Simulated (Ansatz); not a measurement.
# How fast states decay through KLaCl4, part 2 of 3

Aim: relax a made-up compound, KLaCl4, and see how good a tunnel barrier it would be. It is built by putting Cl for F in the KLaF4 structure of space group P4/mmm, with the volume rescaled by atomic radii. The parent structure comes from the Materials Project.

Ansatz 0.2.0; PBE DFT, plane waves, PAW files (the session's first sound run).

So far. Step 2 (Relaxing the new crystal): The largest force component on a free atom ends at 6.9e-4 eV/Å.

The structure was built from a prototype and need not be the compound's stable phase.

## (3) Band edges

The energy window and the wavevectors of the next steps follow from the band edges, so these are searched first, off the mesh as well.

File input.yaml:

```yaml
crystal:
  lattice:
    - [4.8952592311, 0.0, 0.0]
    - [0.0, 4.8952592311, 0.0]
    - [0.0, 0.0, 7.4794411645]
  atoms:
    - { symbol: K, position: [0.0, 0.0, 0.0] }
    - { symbol: La, position: [0.5, 0.5, 0.5] }
    - { symbol: Cl, position: [0.5, 0.0, 0.7210083144] }
    - { symbol: Cl, position: [0.0, 0.5, 0.2789916856] }
    - { symbol: Cl, position: [0.5, 0.0, 0.2789916856] }
    - { symbol: Cl, position: [0.0, 0.5, 0.7210083144] }
kpoints:
  mp_grid: { grid: [6, 6, 4] }
  band_path: { path: [VBM, CBM], npoints: 30 }
scf:
  occupations: { method: fixed }
hamiltonian:
  xc: pbe
output:
  eigenvalues: true
  write_potential: true
  write_density: true
  volumetric_format: npy
  elf: true
```

Started as:

```sh
$ ansatz run input.yaml --threads 2 --pin off --max-ram 4096MiB --backend cpu --events-out ev --progress --plain --runs-dir out
```

Numbers of over 12 decimals in the logs are rounded to 6 here.

The program printed:

```text
[...]
Crystal: 6 atoms, lattice volume = 179.234 Å³
Basis set: ecut = 420 eV, 3501 PW (Γ)
Bands: 30, of which v1, the nominal top of the filled ones, is band 24 counted from 1 (23 counted from 0)
Symmetry: 16 space group operations
[...]
k-points: 30 of 144
[...]
SCF iter   1: F=—  HF=-12119.499944 eV  |F-HF|=—  |Δ(HF+E_count)|=         —  Δρ=1.26e-3  dr2=4.35e-3  ethr=1.77e-3  ⟨swp⟩=3.7  Hψ=3268  notcnv=0  defer=3
[...]
SCF iter   6: F=-12119.499188 eV  HF=-12119.499188 eV  |F-HF|=2.55e-8  |Δ(HF+E_count)|=   1.61e-6  Δρ=3.32e-6  dr2=2.43e-8  ethr=2.08e-10  ⟨swp⟩=3.3  Hψ=3461  notcnv=0
SCF 1 converged in 6 iterations: F = -12119.499188 eV  dr2 = 2.43e-8
[...]
NSCF: frozen V_eff on 40 k-points
[...]
SCF converged after 6 iterations
Free energy (F): -12119.499188 eV
[...]
Internal energy: -12119.499188 eV  (E = F + TS)
E sigma→0 (E₀):  -12119.499188 eV
Fermi energy:    2.921065 eV
[...]
--- Band table (eV; the first three rows and the last of 30) ---
  k-point 0: bands = [... 20 lower, 2.2867, 2.3364, 2.3364, 2.3562, 6.2399, 6.3499, 6.3499, 6.4115, ... 2 higher]
  k-point 1: bands = [... 20 lower, 2.2774, 2.2774, 2.3647, 2.3647, 6.2392, 6.3491, 6.3491, 6.3986, ... 2 higher]
  k-point 2: bands = [... 20 lower, 2.2742, 2.2742, 2.3868, 2.3868, 6.2385, 6.3483, 6.3483, 6.3898, ... 2 higher]
  k-point 29: bands = [... 20 lower, 1.7277, 2.1131, 2.7514, 2.8722, 6.2252, 6.2549, 6.2549, 6.3442, ... 2 higher]
```

Wall time 16 s (2 threads of Arm Neoverse V2, shared host); peak memory 0.47 GiB.

Reading the cycles: dr2 is the Hartree energy of the density residual (eV), the measure of convergence; HF is the Harris–Foulkes estimate of the energy, which meets the free energy F at convergence.

Numbers from this step:

```yaml
free_energy: -12119.4992 eV
fermi_energy: 2.921 eV
gap_on_the_k_mesh: 3.304 eV
gap_on_path: 3.304 eV, by band count; negative where bands overlap
direct_gap_on_path: 3.328 eV
edge_places_on_path: 0, 0.4200 1/A along the path
```

Electronic bands along the path, in eV, zero at the Fermi level (highest filled level under fixed occupations); v1 is the highest filled band, c1 the lowest empty one:

```csv
point,v4,v3,v2,v1,c1,c2,c3,c4
VBM,-0.95,-0.79,-0.21,0.00,3.33,3.33,3.33,3.42
halfway,-1.06,-0.80,-0.20,-0.02,3.32,3.33,3.33,3.42
CBM,-1.19,-0.81,-0.17,-0.05,3.30,3.33,3.33,3.42
```

ELF in the ac plane at fractional y = 0.000, with atoms of K and Cl within 0.2 Å of it. It is the smooth field of the valence electrons, not physical close to the nuclei.

Ten even steps from '0' (0.00) to '9' (0.88), each cell a mean:
```
89940001001799
99710356510489
76203799861047
21027999995101
00169988998300
00279953899500
00269976898400
00158999997300
00025788864100
00001233221000
00000011100000
00013566642100
00147999986200
00269988998400
00279964898510
00169975898400
00048999997200
53015999983014
98501578730279
99830123201699
69950000002898
```
Columns run along a (4.9 Å), rows up along c (7.5 Å). Atoms in or near the plane, at fractional coordinates: K at (0.00, 0.00), Cl at (0.50, 0.72), Cl at (0.50, 0.28).

Electrostatic potential energy in the ac plane at fractional y = 0.000, with atoms of K and Cl within 0.2 Å of it. With pseudopotentials it is smooth inside the atoms' cores, unlike the true potential.

Ten even steps from '0' (-45 eV) to '9' (9 eV), each cell a mean:
```
02589999999740
35799999999864
78999999999987
99999855689999
99998410279999
99998200059999
99998400169999
99999744689999
99999988999999
99999999999999
99999999999999
99999999999999
99999876799999
99999521379999
99998300059999
99998300169999
99999632489999
88999987899998
56899999999876
13689999999852
01589999999730
```
Columns run along a (4.9 Å; values clipped at the 3rd and 97th percentile), rows up along c (7.5 Å). Atoms in or near the plane, at fractional coordinates: K at (0.00, 0.00), Cl at (0.50, 0.72), Cl at (0.50, 0.28).

Valence density in the ac plane at fractional y = 0.000, with atoms of K and Cl within 0.2 Å of it. It is the smooth field of the valence electrons, not physical close to the nuclei.

Values in e/Å³, 21 rows by 14 columns, each cell a mean:
```
4.0 2.9 1.1 0.2 0.0 0.0 0.0 0.0 0.0 0.0 0.1 0.5 1.9 3.6
2.1 1.4 0.5 0.1 0.1 0.1 0.1 0.1 0.1 0.1 0.1 0.2 0.8 1.8
0.5 0.3 0.1 0.1 0.1 0.2 0.4 0.4 0.3 0.2 0.1 0.1 0.2 0.4
0.1 0.1 0.1 0.1 0.3 0.7 1.1 1.2 0.9 0.4 0.2 0.1 0.1 0.1
0.0 0.0 0.0 0.1 0.5 1.3 1.6 1.5 1.6 0.9 0.3 0.1 0.0 0.0
0.0 0.0 0.0 0.2 0.6 1.6 1.0 0.3 1.5 1.1 0.4 0.1 0.0 0.0
0.0 0.0 0.0 0.1 0.5 1.4 1.5 1.3 1.6 0.9 0.3 0.1 0.0 0.0
0.0 0.0 0.0 0.1 0.3 0.7 1.2 1.4 1.1 0.5 0.2 0.1 0.0 0.0
0.0 0.0 0.0 0.0 0.1 0.3 0.5 0.5 0.4 0.2 0.1 0.0 0.0 0.0
0.0 0.0 0.0 0.0 0.1 0.1 0.1 0.2 0.1 0.1 0.0 0.0 0.0 0.0
0.0 0.0 0.0 0.0 0.0 0.1 0.1 0.1 0.1 0.1 0.0 0.0 0.0 0.0
0.0 0.0 0.0 0.0 0.1 0.2 0.3 0.3 0.2 0.1 0.1 0.0 0.0 0.0
0.0 0.0 0.0 0.1 0.2 0.5 0.8 1.0 0.7 0.3 0.1 0.0 0.0 0.0
0.0 0.0 0.0 0.1 0.4 1.1 1.6 1.6 1.5 0.7 0.2 0.1 0.0 0.0
0.0 0.0 0.0 0.2 0.6 1.5 1.1 0.5 1.6 1.1 0.3 0.1 0.0 0.0
0.0 0.0 0.0 0.2 0.6 1.5 1.3 0.9 1.7 1.1 0.3 0.1 0.0 0.0
0.0 0.0 0.0 0.1 0.3 0.9 1.5 1.6 1.3 0.6 0.2 0.1 0.0 0.0
0.2 0.2 0.1 0.1 0.2 0.4 0.6 0.7 0.5 0.3 0.1 0.1 0.1 0.2
1.3 0.8 0.3 0.1 0.1 0.1 0.2 0.2 0.2 0.1 0.1 0.1 0.5 1.0
3.3 2.3 0.8 0.2 0.0 0.0 0.1 0.1 0.0 0.0 0.1 0.4 1.4 2.9
4.2 3.4 1.3 0.3 0.0 0.0 0.0 0.0 0.0 0.0 0.1 0.6 2.2 4.0
```
Columns run along a (4.9 Å), rows up along c (7.5 Å). Atoms in or near the plane, at fractional coordinates: K at (0.00, 0.00), Cl at (0.50, 0.72), Cl at (0.50, 0.28).

The searched edges give 3.30 eV, as on the mesh.

## (4) Decaying states in the gap

This step: PBE DFT, plane waves, PAW files; complex bands by layer matching along the plane's normal (Ansatz 0.2.0).

The same crystal is laid in a cell whose first two vectors span the (100) plane (indices of the standard conventional cell, whose axes can be ordered otherwise than in the bulk input). At fixed energy and wavevector in the plane the solver finds all kz, real and complex. A few wavevectors are listed, (0, 0) and (-0.5, -0.5) in units of the plane's reciprocal vectors; the slowest state needn't be among them.

File input.yaml:

```yaml
crystal:
  lattice:
    - [4.895259231, 0.0, 0.0]
    - [0.0, 7.479441164, 0.0]
    - [0.0, 0.0, 4.895259231]
  atoms:
    - { symbol: K, position: [0.0, 0.0, 0.0] }
    - { symbol: La, position: [0.5, 0.5, 0.5] }
    - { symbol: Cl, position: [0.0, 0.7210083144, 0.5] }
    - { symbol: Cl, position: [0.5, 0.2789916856, 0.0] }
    - { symbol: Cl, position: [0.0, 0.2789916856, 0.5] }
    - { symbol: Cl, position: [0.5, 0.7210083144, 0.0] }
kpoints:
  mp_grid: { grid: [6, 4, 6] }
scf:
  occupations: { method: fixed }
hamiltonian:
  xc: pbe
output:
  eigenvalues: true
  transmission:
    leads: [[0, 0]]
    kpoints: [[0.0, 0.0], [-0.5, -0.5]]
    e_range: [-1.0, 4.3]
    de: 0.11
```

The program printed:

```text
[...]
Crystal: 6 atoms, lattice volume = 179.234 Å³
Basis set: ecut = 420 eV, 3501 PW (Γ)
Bands: 30, of which v1, the nominal top of the filled ones, is band 24 counted from 1 (23 counted from 0)
Symmetry: 16 space group operations
[...]
k-points: 30 of 144
[...]
SCF iter   1: F=—  HF=-12119.499848 eV  |F-HF|=—  |Δ(HF+E_count)|=         —  Δρ=1.26e-3  dr2=4.34e-3  ethr=1.77e-3  ⟨swp⟩=3.7  Hψ=3240  notcnv=0  defer=2
[...]
SCF iter   6: F=-12119.499188 eV  HF=-12119.499188 eV  |F-HF|=2.62e-8  |Δ(HF+E_count)|=   1.67e-6  Δρ=3.38e-6  dr2=2.56e-8  ethr=2.08e-10  ⟨swp⟩=3.3  Hψ=3466  notcnv=0
SCF 1 converged in 6 iterations: F = -12119.499188 eV  dr2 = 2.56e-8
[...]
transmission: 7 of 14 steps passed
transmission: 14 of 14 steps passed
SCF converged after 6 iterations
Free energy (F): -12119.499188 eV
[...]
Internal energy: -12119.499188 eV  (E = F + TS)
E sigma→0 (E₀):  -12119.499188 eV
Fermi energy:    2.921065 eV
[...]
--- Band table (eV; the first three rows and the last of 30) ---
  k-point 0: bands = [... 20 lower, 2.2867, 2.3364, 2.3364, 2.3562, 6.2399, 6.3499, 6.3499, 6.4114, ... 2 higher]
  k-point 1: bands = [... 20 lower, 2.1305, 2.1966, 2.2643, 2.3177, 6.2697, 6.3256, 6.3317, 6.3612, ... 2 higher]
  k-point 2: bands = [... 20 lower, 1.8883, 1.9955, 2.1055, 2.2111, 6.2532, 6.3069, 6.3230, 6.3453, ... 2 higher]
  k-point 29: bands = [... 20 lower, 1.7277, 2.1131, 2.7514, 2.8722, 6.2252, 6.2549, 6.2549, 6.3442, ... 2 higher]
--- Transmission ---
  basis      : 321 plane waves across, 7 finite elements along
  points     : 2, as listed
  energies   : 49 from -1.000000 to 4.280000 eV about the Fermi level, 0.110000 eV apart; the leads are filled to 1.652066 eV, and channels, transmission and decay are at 1.640000 eV
  crystal 0  : K1Cl4La1, at the sites [0, 0], period 4.8953 Å: whole cells are its period
    offset         : up to 0.0000 Å between an atom of the period and one for which it stands
    channels       : 0.000000e0 a spin
    conductance    : none, the energies end too early or step too widely for 300 K: set another output.transmission.e_range or a lower de, or, where they end at an eighth of basis.ecutwfc, a higher one
    slowest decay  : 0.4090 /Å at (0.0000, 0.0000)
```

The job ended after 85 s (2 threads; peak memory 1.3 GiB).

Numbers from this step:

```yaml
level_to_which_the_leads_are_filled: 1.652 eV from the Fermi level
decay_constant_at_the_filling_level_zone_centre: 0.4090 Å⁻¹
decay_constant_at_the_filling_level_slowest_listed_point: 0.409 Å⁻¹
```

K parallel (0, 0); values up to 1.5 1/Å, a degenerate pair printed once or twice; energies at which all values exceed this have no row. The Im kz of the slowest decaying states by energy, zero at the highest filled level on the SCF mesh:

```csv
energy (eV),decay 1 (Å⁻¹),decay 2 (Å⁻¹),decay 3 (Å⁻¹),decay 4 (Å⁻¹)
-1.00,0.406,0.420,0.508,0.598
-0.78,0.239,0.523,0.609,0.728
-0.56,0.0560,0.0862,0.110,0.140
-0.34,0.210,0.259,0.264,0.331
-0.12,0.266,0.333,0.342,0.433
-0.01,0.287,0.358,0.373,0.470
0.10,0.305,0.380,0.399,0.502
0.32,0.334,0.414,0.442,0.540
0.43,0.346,0.428,0.460,0.539
0.65,0.366,0.451,0.489,0.536
0.87,0.381,0.468,0.513,0.531
1.09,0.392,0.480,0.525,0.531
1.31,0.401,0.489,0.517,0.545
1.53,0.407,0.495,0.509,0.555
1.75,0.411,0.499,0.499,0.561
1.97,0.413,0.488,0.500,0.563
2.19,0.413,0.476,0.499,0.559
2.41,0.413,0.462,0.496,0.549
2.63,0.413,0.448,0.494,0.530
2.85,0.415,0.433,0.495,0.495
2.96,0.419,0.426,0.466,0.500
3.18,0.353,0.430,0.431,0.478
3.40,0.367,0.444,0.714,0.721
3.62,0.163,0.276,0.276,0.320
3.84,0.167,0.243,0.274,0.387
4.06,0.0364,0.158,0.222,0.355
4.28,0.0804,0.318,0.610,0.623
```

K parallel (-0.5, -0.5); values up to 1.5 1/Å, a degenerate pair printed once or twice; energies at which all values exceed this have no row. Table of Im kz of the slowest decaying states by energy, zero at the highest filled level on the SCF mesh:

```csv
energy (eV),decay 1 (Å⁻¹),decay 2 (Å⁻¹),decay 3 (Å⁻¹),decay 4 (Å⁻¹)
-1.0000,0.238,0.385,0.955,1.14
-0.7800,0.0727,0.328,0.373,0.501
-0.4500,0.242,0.419,0.593,0.600
-0.2300,0.296,0.466,0.632,0.726
-0.0100,0.102,0.188,0.335,0.507
0.2100,0.260,0.285,0.366,0.544
0.5400,0.381,0.382,0.402,0.593
0.7600,0.421,0.431,0.440,0.620
0.9800,0.438,0.474,0.488,0.642
1.2000,0.453,0.511,0.531,0.657
1.5300,0.474,0.562,0.591,0.671
1.7500,0.489,0.592,0.639,0.674
1.9700,0.508,0.621,0.657,0.673
2.3000,0.581,0.637,0.658,0.665
2.5200,0.553,0.631,0.653,0.674
2.7400,0.524,0.632,0.638,0.669
2.9600,0.490,0.592,0.630,0.653
3.2900,0.173,0.320,0.430,0.436
3.5100,0.0947,0.289,0.311,0.337
3.7300,0.0904,0.232,0.342,0.434
3.9500,0.218,0.247,0.333,0.452
4.2800,0.276,0.277,0.437,0.526
```

At the listed wavevectors the last open channel is at -0.12 eV and the next at +3.40 eV on the grid. At +1.64 eV, the grid energy nearest the filling level (the middle of the gap on the SCF mesh), the slowest state at the listed wavevectors decays with κ = 0.409 Å⁻¹, its amplitude falling by e over 2.4 Å. Through 1 nm of this crystal that state's transmission falls by exp(−2 × 0.409 Å⁻¹ × 10 Å) = 2.8e-4.

## (5) Decay over the two-dimensional zone

The listed points could miss the slowest state, so one energy near mid-gap is solved on a mesh of 8×4.

input.yaml, as its differences from that of step 4:

```diff
@@ -20,6 +20,2 @@
   eigenvalues: true
-  transmission:
-    leads: [[0, 0]]
-    kpoints: [[0.0, 0.0], [-0.5, -0.5]]
-    e_range: [-1.0, 4.3]
-    de: 0.11
+  transmission: { leads: [[0, 0]], kmesh: [8, 4], e_range: [1.65, 1.66], de: 0.05 }
```

The program printed:

```text
[...]
Crystal: 6 atoms, lattice volume = 179.234 Å³
Basis set: ecut = 420 eV, 3501 PW (Γ)
Bands: 30, of which v1, the nominal top of the filled ones, is band 24 counted from 1 (23 counted from 0)
Symmetry: 16 space group operations
[...]
k-points: 30 of 144
[...]
SCF iter   1: F=—  HF=-12119.499848 eV  |F-HF|=—  |Δ(HF+E_count)|=         —  Δρ=1.26e-3  dr2=4.34e-3  ethr=1.77e-3  ⟨swp⟩=3.7  Hψ=3240  notcnv=0  defer=2
[...]
SCF iter   6: F=-12119.499188 eV  HF=-12119.499188 eV  |F-HF|=2.62e-8  |Δ(HF+E_count)|=   1.67e-6  Δρ=3.38e-6  dr2=2.56e-8  ethr=2.08e-10  ⟨swp⟩=3.3  Hψ=3466  notcnv=0
SCF 1 converged in 6 iterations: F = -12119.499188 eV  dr2 = 2.56e-8
[...]
transmission: 28 of 105 steps passed
transmission: 56 of 105 steps passed
transmission: 84 of 105 steps passed
transmission: 105 of 105 steps passed
SCF converged after 6 iterations
Free energy (F): -12119.499188 eV
[...]
Internal energy: -12119.499188 eV  (E = F + TS)
E sigma→0 (E₀):  -12119.499188 eV
Fermi energy:    2.921065 eV
[...]
--- Band table (eV; the first three rows and the last of 30) ---
  k-point 0: bands = [... 20 lower, 2.2867, 2.3364, 2.3364, 2.3562, 6.2399, 6.3499, 6.3499, 6.4114, ... 2 higher]
  k-point 1: bands = [... 20 lower, 2.1305, 2.1966, 2.2643, 2.3177, 6.2697, 6.3256, 6.3317, 6.3612, ... 2 higher]
  k-point 2: bands = [... 20 lower, 1.8883, 1.9955, 2.1055, 2.2111, 6.2532, 6.3069, 6.3230, 6.3453, ... 2 higher]
  k-point 29: bands = [... 20 lower, 1.7277, 2.1131, 2.7514, 2.8722, 6.2252, 6.2549, 6.2549, 6.3442, ... 2 higher]
--- Transmission ---
  basis      : 321 plane waves across, 7 finite elements along
  points     : 15, standing for a mesh of 8 x 4
  energies   : 1 from 1.650000 to 1.650000 eV about the Fermi level; the leads are filled to 1.652066 eV, and channels, transmission and decay are at 1.650000 eV
  crystal 0  : K1Cl4La1, at the sites [0, 0], period 4.8953 Å: whole cells are its period
[...]
channels       : 0.000000e0 a spin
    conductance    : none, crystal 0 has no channel at the energies, or these end too early or step too widely for 300 K: set another output.transmission.e_range or a lower de, or, where they end at an eighth of basis.ecutwfc, a higher one
    slowest decay  : 0.4091 /Å at (0.0000, 0.0000)
```

The job ended after 72 s (2 threads; peak memory 1.2 GiB; 2.4 min of CPU time).

Numbers from this step:

```
least decay constant on the mesh : 0.4091 Å⁻¹
```

Slowest decay constant (1/Å; 0 where a channel is open) over k1 and k2. At 1.6500 eV from the Fermi level.

Ten even steps from '0' (0.409) to '9' (0.523):
```
57961697
46950596
57961697
67972797
```
Columns: k1 (b1) from -0.5 to 0.375; rows upwards: k2 (b2) from -0.5 to 0.25.

The least value on the mesh is 0.409 Å⁻¹ at +1.65 eV. At that energy the listed points give about 0.409 Å⁻¹ by interpolation, so the mesh holds no clearly slower state.

## (6) Band edges at another level, cutoff 930 eV

This step: PBE DFT, plane waves, JTH PAW files (Ansatz 0.2.0).

The edges again with JTH files, at the same atoms. Against that run the cutoff is 930 eV against 420.

File input.yaml:

```yaml
crystal:
  lattice:
    - [4.8952592311, 0.0, 0.0]
    - [0.0, 4.8952592311, 0.0]
    - [0.0, 0.0, 7.4794411645]
  atoms:
    - { symbol: K, position: [0.0, 0.0, 0.0] }
    - { symbol: La, position: [0.5, 0.5, 0.5] }
    - { symbol: Cl, position: [0.5, 0.0, 0.7210083144] }
    - { symbol: Cl, position: [0.0, 0.5, 0.2789916856] }
    - { symbol: Cl, position: [0.5, 0.0, 0.2789916856] }
    - { symbol: Cl, position: [0.0, 0.5, 0.7210083144] }
kpoints:
  mp_grid: { grid: [6, 6, 4] }
  band_path: { path: [VBM, CBM], npoints: 30 }
scf:
  occupations: { method: fixed }
hamiltonian:
  xc: pbe
  pseudopotentials: { kind: paw, source: jth }
output:
  eigenvalues: true
```

The program printed:

```text
Warning: <dir> the checks of this K dataset prove no rule for summing its radial tables, as where they were carried onto another mesh than they were made on, and Gregory's rule is taken, under which a leading mesh point left out moves its sums only by what lay on the interval it spanned. That does not make them correct, and they differ from Quantum ESPRESSO's on this file; a re-export a fraction of a mesh step off can move them. hamiltonian.pseudopotentials.radial_quadrature: simpson_from_first_knot sums it by `pw.x`'s rule; on a PAW file no value gives `pw.x`'s numbers. What more to know: hamiltonian.pseudopotentials.radial_quadrature, in the input reference
Warning: <dir> the checks of this La dataset prove no rule for summing its radial tables, as where they were carried onto another mesh than they were made on, and Gregory's rule is taken, under which a leading mesh point left out moves its sums only by what lay on the interval it spanned. That does not make them correct, and they differ from Quantum ESPRESSO's on this file; a re-export a fraction of a mesh step off can move them. hamiltonian.pseudopotentials.radial_quadrature: simpson_from_first_knot sums it by `pw.x`'s rule; on a PAW file no value gives `pw.x`'s numbers. What more to know: hamiltonian.pseudopotentials.radial_quadrature, in the input reference
Warning: <dir> the checks of this Cl dataset prove no rule for summing its radial tables, as where they were carried onto another mesh than they were made on, and Gregory's rule is taken, under which a leading mesh point left out moves its sums only by what lay on the interval it spanned. That does not make them correct, and they differ from Quantum ESPRESSO's on this file; a re-export a fraction of a mesh step off can move them. hamiltonian.pseudopotentials.radial_quadrature: simpson_from_first_knot sums it by `pw.x`'s rule; on a PAW file no value gives `pw.x`'s numbers. What more to know: hamiltonian.pseudopotentials.radial_quadrature, in the input reference
Warning: basis.ecutrho_ratio 4 (ecutrho = 3720 eV, dense FFT grid 50×50×75): the grid does not resolve the core-correction charge of Cl (measure 0.14 e/Å^2.5), La (0.11); warned from 0.08. The energy and each atom's force then go with where the atoms sit on the grid: [figures from the program's tests cut] If this deck is also warned that a cutoff or its ratio is below what is recommended, mend that before anything be [...]
[...]
Crystal: 6 atoms, lattice volume = 179.234 Å³
Basis set: ecut = 930 eV, 11509 PW (Γ)
Bands: 30, of which v1, the nominal top of the filled ones, is band 24 counted from 1 (23 counted from 0)
Symmetry: 16 space group operations
[...]
k-points: 30 of 144
[...]
SCF iter   1: F=—  HF=-12110.970714 eV  |F-HF|=—  |Δ(HF+E_count)|=         —  Δρ=3.20e-1  dr2=3.57e2  ethr=3.10e-3  ⟨swp⟩=5.6  Hψ=4821  notcnv=0  defer=71
[...]
SCF iter  13: F=-12102.992565 eV  HF=-12102.992565 eV  |F-HF|=3.83e-8  |Δ(HF+E_count)|=   7.77e-8  Δρ=3.34e-6  dr2=4.69e-8  ethr=2.08e-10  ⟨swp⟩=10.3  Hψ=5015  notcnv=0
SCF 1 converged in 13 iterations: F = -12102.992565 eV  dr2 = 4.69e-8
[...]
SCF converged after 13 iterations
Free energy (F): -12102.992565 eV
[...]
Internal energy: -12102.992565 eV  (E = F + TS)
E sigma→0 (E₀):  -12102.992565 eV
Fermi energy:    3.010644 eV
[...]
--- Band table (eV; the first three rows and the last of 30) ---
  k-point 0: bands = [... 20 lower, 2.3786, 2.4272, 2.4272, 2.4490, 6.4078, 6.5203, 6.5203, 6.5827, ... 2 higher]
  k-point 1: bands = [... 20 lower, 2.3696, 2.3696, 2.4549, 2.4549, 6.4070, 6.5195, 6.5195, 6.5697, ... 2 higher]
  k-point 2: bands = [... 20 lower, 2.3665, 2.3665, 2.4766, 2.4766, 6.4063, 6.5187, 6.5187, 6.5610, ... 2 higher]
  k-point 29: bands = [... 20 lower, 1.8171, 2.2101, 2.8412, 2.9625, 6.3925, 6.4236, 6.4236, 6.5140, ... 2 higher]
```

Wall time 63 s (2 threads); peak memory 0.83 GiB; 2.1 min of CPU time.

Numbers from this step:

* free energy: -12102.9926 eV
* Fermi energy: 3.011 eV
* gap on the k-mesh: 3.382 eV
* gap on path: 3.382 eV, by band count; negative where bands overlap
* direct gap on path: 3.407 eV

[end of part 2 of 3]

[Logs are printed without paths, hosts, clocks, repeated set-up lines and the standing remarks that a program may print on its own settings, such as how far it seeks lower states.]

[Hosts, paths, dates, database ids (printed as entryN), source tags and the programs' standing remarks are cut or masked in the printed files.]
